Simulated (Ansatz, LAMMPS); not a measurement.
# Amorphous carbon (64 atoms): support functions against a reference, part 2 of 2

Wanted: errors and times of a linear-scaling basis for amorphous carbon (64 atoms). A setting counts as converged where the r.m.s. difference of forces stays under 1 % of the r.m.s. force.

Ansatz 0.2.0; Kohn-Sham DFT, PBE, PAW (set soft_2), plane waves.

The cell: 64 C. The quench rate of 100 K/ps is many orders above laboratory rates. The starting topology of bonds comes from the classical model. Only the Γ point is sampled, in a cell whose shortest periodic width is 8 Å.

So far. Step 3 (Plane-wave single point): Intrinsic-atomic-orbital charges run from -0.09 to +0.08 e. Within 0.4 eV of the Fermi level the largest share is C p (93 % of the projected weight).

## (4) Local order

These statistics describe the geometry on which the runs were made.

Density 2.92 g/cm³, 6.833 Å³ an atom.

Pair distribution function in bins of 0.1 Å:

| r (Å) | total |
| --- | --- |
| 1.25 | 0.00 |
| 1.35 | 0.27 |
| 1.45 | 5.42 |
| 1.55 | 2.22 |
| 1.65 | 0.13 |
| 1.75 | 0.00 |
| 1.85 | 0.00 |
| 1.95 | 0.00 |
| 2.05 | 0.04 |
| 2.15 | 0.18 |
| 2.25 | 0.43 |
| 2.35 | 0.98 |
| 2.45 | 2.33 |
| 2.55 | 2.15 |
| 2.65 | 1.36 |
| 2.75 | 1.06 |
| 2.85 | 1.05 |
| 2.95 | 1.15 |
| 3.05 | 0.71 |
| 3.15 | 1.01 |
| 3.25 | 0.92 |
| 3.35 | 1.01 |
| 3.45 | 0.86 |
| 3.55 | 0.89 |
| 3.65 | 1.30 |
| 3.75 | 1.14 |

Bonds by pair of elements; cutoffs follow the first minimum of g(r), held within bounds set by covalent radii, and pairs that aren't listed don't count as bonded:

| pair A-B | cutoff (Å) | bonds | mean length (Å) | spread (Å) | shortest (Å) | B about A | A about B |
| --- | --- | --- | --- | --- | --- | --- | --- |
| C-C | 1.85 | 104 | 1.48 | 0.05 | 1.39 | 3.25 | 3.25 |

How many atoms have how many bonded neighbours:

| element | mean | 2 | 3 | 4 |
| --- | --- | --- | --- | --- |
| C | 3.25 | 1 | 46 | 17 |

Bond angles, per cent of each kind in bins of 5°:

| angle (°) | C-C-C |
| --- | --- |
| 85–90 | 0.4 |
| 90–95 | 1.2 |
| 95–100 | 3.3 |
| 100–105 | 9.1 |
| 105–110 | 8.7 |
| 110–115 | 19.5 |
| 115–120 | 31.1 |
| 120–125 | 21.2 |
| 125–130 | 4.6 |
| 130–135 | 0.8 |

Bond angles (no mean is given where the spread exceeds 20°):

| angle | count | mean (°) | spread (°) |
| --- | --- | --- | --- |
| C-C-C | 241 | 115 | 7.8 |

Bond length by coordination (bonds to H left out):

| element | coordination | atoms | mean bond length (Å) |
| --- | --- | --- | --- |
| C | 2 | 1 | 1.47 |
| C | 3 | 46 | 1.47 |
| C | 4 | 17 | 1.51 |

Rings of the network by King's shortest-path rule, up to 12 atoms, one path for each pair of neighbours; H, halogens, alkali and alkaline-earth atoms are left out, and the last column divides by all other atoms, bonded or not:

| ring size (atoms) | rings | per network atom |
| --- | --- | --- |
| 5 | 3 | 0.047 |
| 6 | 13 | 0.203 |
| 7 | 13 | 0.203 |
| 8 | 8 | 0.125 |
| 9 | 16 | 0.25 |
| 10 | 7 | 0.109 |

Counting bonds as in the table, 72 % of C atoms have 3 bonded neighbours. The C-C-C angle averages 115° with a spread of 8°. Read as hybridisation, 27 % of the carbon is sp3 and 72 % sp2. Bonds at C atoms with 3 neighbours average 1.47 Å, against 1.51 Å at those with 4. Rings of 9 atoms are the most common (27 % of those counted); sizes run from 5 to 10.

Local excerpt of 12 atoms (numbers count through the whole input) about C50, which has 2 bonded neighbours where the commonest count for C is 3; x, y, z are measured from there.

| atom | x | y | z | distance (Å) | bonds | intrinsic-atomic-orbital charge (e) | Fx | Fy | Fz (eV/Å) |
| --- | --- | --- | --- | --- | --- | --- | --- | --- | --- |
| C50 | 0.00 | 0.00 | 0.00 | 0.00 | 2 | -0.07 | 0.29 | -2.88 | -0.72 |
| C28 | -0.11 | -1.34 | 0.51 | 1.44 | 3 | -0.03 | -0.11 | 1.27 | -1.12 |
| C60 | 1.20 | 0.89 | 0.17 | 1.51 | 4 | 0.02 | 1.22 | -0.86 | -1.27 |
| C25 | -1.80 | -0.31 | -1.27 | 2.22 | 3 | 0.04 | 0.71 | -0.66 | 2.77 |
| C35 | 0.54 | 2.21 | 0.13 | 2.28 | 3 | 0.05 | 0.13 | -0.05 | 1.95 |
| C34 | -2.36 | 0.60 | -0.33 | 2.46 | 3 | -0.01 | 0.51 | 3.41 | -0.46 |
| C42 | 1.95 | 0.58 | 1.39 | 2.46 | 3 | -0.09 | -0.43 | -0.59 | 1.59 |
| C14 | 2.07 | 0.80 | -1.12 | 2.48 | 3 | 0.02 | 0.17 | 2.14 | 1.03 |
| C41 | 0.89 | -1.92 | 1.31 | 2.49 | 3 | 0.04 | -1.38 | 1.15 | 0.45 |
| C12 | -0.45 | 2.29 | -0.86 | 2.49 | 3 | -0.09 | -1.47 | 0.99 | -2.38 |
| C29 | -1.02 | -2.28 | -0.07 | 2.50 | 3 | -0.01 | 0.00 | -1.25 | -0.75 |
| C45 | 0.97 | -0.85 | -2.18 | 2.53 | 3 | -0.03 | -0.47 | 0.23 | -0.34 |

The column of bonds counts only the pairs C-C within 1.85 Å; other neighbours, such as metal atoms beside each other in a compound, aren't counted, and periodic images can show an atom twice.

## (5) Support functions medium

With localised support functions most steps grow linearly with size, though the diagonalisation grows faster unless the density matrix is cut; this run measures error and cost at this size.

This step: Kohn-Sham DFT, PBE, PAW (set soft_2), localised support functions (medium) (Ansatz 0.2.0).

Contents of input.yaml:

```yaml
crystal:
  lattice:
    - [7.5903, 0.0, 0.0]
    - [0.0, 7.5903, 0.0]
    - [0.0, 0.0, 7.5903]
  atoms:
    [... the 64 atom lines of step 3 ...]
kpoints:
  mp_grid: { grid: [1, 1, 1] }
hamiltonian:
  xc: pbe
scf:
  occupations: { method: gaussian, width: 0.05 }
  eigensolver: { kind: { support_functions: { accuracy: medium } } }
  max_iter: 150
output:
  forces: true
  eigenvalues: true
```

Launch:

```
ansatz run input.yaml --threads 8 --pin off --max-ram 15872MiB --backend cpu --events-out ev --progress --plain --runs-dir out
```

Numbers of over 12 decimals in the logs are rounded to 6 here.

The log of the run:

```text
Warning: scf.eigensolver.kind.support_functions: disabling space-group detection — the functions' gradient is summed over unrotated k-points, so no spatial operation reduces the k-mesh or symmetrises the density; time reversal is kept, so that k and −k are solved as one point where they differ and the mesh holds both, and exact exchange and, on two spinor components, a DFT+U term hold to it where the run has them: [...]
settings of this run that can trade accuracy for cost: scf.eigensolver.kind.support_functions [...]
[...]
Crystal: 64 atoms, lattice volume = 437.297 Å³
Basis set: ecut = 420 eV, 8409 PW (Γ), exchange–correlation on 108×108×108 points (8 copies of the dense FFT grid, shifted against one another)
Bands: 154, of which v1, the nominal top of the filled ones, is band 128 counted from 1 (127 counted from 0)
Symmetry: 1 space group operations
k-points: 1
[...]
SCF iter   1: F=—  HF=-16000.370277 eV  |F-HF|=—  |Δ(HF+E_count)|=         —  Δρ=1.17e-1  dr2=5.23e1  ethr=1.00e-1
[...]
SCF iter  14: F=-15999.559158 eV  HF=-15999.559158 eV  |F-HF|=2.30e-7  |Δ(HF+E_count)|=   2.79e-5  Δρ=1.21e-5  dr2=8.23e-7  ethr=2.49e-9
SCF 1 converged in 14 iterations: F = -15999.559335 eV  dr2 = 8.23e-7
[...]
SCF converged after 14 iterations
Stability not checked: this state was not tested for a lower state beside it, because the mixer in use, unlike msr1, does not test its closes by its own steps (another_mixer; see scf.mixing.algorithm and scf.lower_state_search)
Free energy (F): -15999.559335 eV
[...]
Internal energy: -15999.541107 eV  (E = F + TS)
E sigma→0 (E₀):  -15999.550221 eV
Entropy (-TS):   -0.018228 eV (-0.285 meV/atom)
Fermi energy:    10.785461 eV
[...]
--- Forces (eV/Å), atoms counted from 1 ---
  atom   1  C     -0.20095080     0.33644442    -0.65206914
  atom   2  C      0.61329049     1.03095201     2.16334295
  atom   3  C      1.20702640     2.08938039     3.29009989
  atom   4  C     -3.01728261    -1.33293943    -0.48928288
  atom   5  C     -2.22921189    -0.62369667     1.03617516
  atom   6  C      0.05304062    -0.55708191     0.25254312
  atom   7  C      1.30277543    -0.18459009     0.72653385
  atom   8  C     -1.55606011     0.80242374     0.75417731
  atom   9  C     -1.82608642    -1.36859319    -2.40420507
  atom  10  C      1.30641080     0.31829668    -1.52799952
  atom  11  C     -2.45096173     1.10640121    -0.82155889
  atom  12  C     -1.46734449     0.98998632    -2.37790345
  atom  13  C     -1.64492920    -0.32374137     2.35693666
  atom  14  C      0.17093919     2.14134189     1.03117434
[...]
atom  63  C      3.44590205     0.52457642     2.44523123
  atom  64  C     -2.84375654    -2.05855982    -3.50389468
  max |Σ_I F_I| component: 2.18e-3 eV/Å
--- Band table (eV) ---
[...]
```

The job ended after 25 s (8 threads of AMD EPYC 7R43, shared host; peak memory 1.5 GiB).

The program notes that the band table was not solved further than the SCF left it and it switched symmetry off.

Keys that differ from the reference: support_functions.accuracy = "medium" and scf.max_iter = 150.

Forces differ from the reference by 1.4 meV/Å r.m.s., 0.097 % of their size, well within a tolerance of 1 %; the energy by -4.2 meV/atom.

## (6) Cost against change

Each row is set against the plane-wave reference (Kohn-Sham DFT, PBE, PAW (set soft_2), plane waves; r.m.s. force component 1.42 eV/Å). Energies are set beside the reference only for runs with its functional, potentials and electron count. Times are for 8 threads of AMD EPYC 7R43, shared host. The reference's time includes the DOS, the stress and grids, which some other runs skip.

| run | Δ force, r.m.s. (meV/Å) | share of r.m.s. force (%) | Δ energy (meV/atom) | cycles | time | host memory (GiB) |
| --- | --- | --- | --- | --- | --- | --- |
| reference | - | - | - | 9 | 2.6 s | 0.63 |
| support functions medium | 1.39 | 0.0974 | -4.19 | 14 | 25 s | 1.5 |

## (7) Summary of results

- free energy per atom: -249.9889 eV/atom
- pressure: 7.843 GPa
- r.m.s. force component: 1.425 eV/Å
- wall time of the 2 DFT runs: 27 s

In words: Against plane waves at 420 eV, the forces differ by 1.4 meV/Å (0.097 %) with support functions medium. At 64 atoms the run with support functions medium takes roughly 9.6 times the time of plane waves (whose run also made extra analyses, so the like-for-like ratio is larger), in 14 SCF cycles against 9. Differences between support functions and plane waves include what basis error the plane-wave run still has.

Counting bands leaves a spacing of only 0.11 eV (at Γ alone), which the smearing bridges: 2 levels are partly filled by over 2 %, so a gap, if any, is small at this level. Counting bonds as in the table, 72 % of C atoms have 3 bonded neighbours. Read as hybridisation, 27 % of the carbon is sp3 and 72 % sp2.

Caveats: The geometry was minimised with a classical potential after classical dynamics and isn't relaxed at this level: its force components are 1.4 eV/Å r.m.s. The stress is far from hydrostatic: its diagonal is 4.0, 8.3, 11.3 GPa, compression counted positive. The pressure of 7.8 GPa belongs to a cell and atoms that aren't relaxed at this level.

[Logs are printed without paths, hosts, clocks, repeated set-up lines and the standing remarks that a program may print on its own settings, such as how far it seeks lower states.]

[Hosts, paths, dates, database ids (printed as entryN), source tags and the programs' standing remarks are cut or masked in the printed files.]
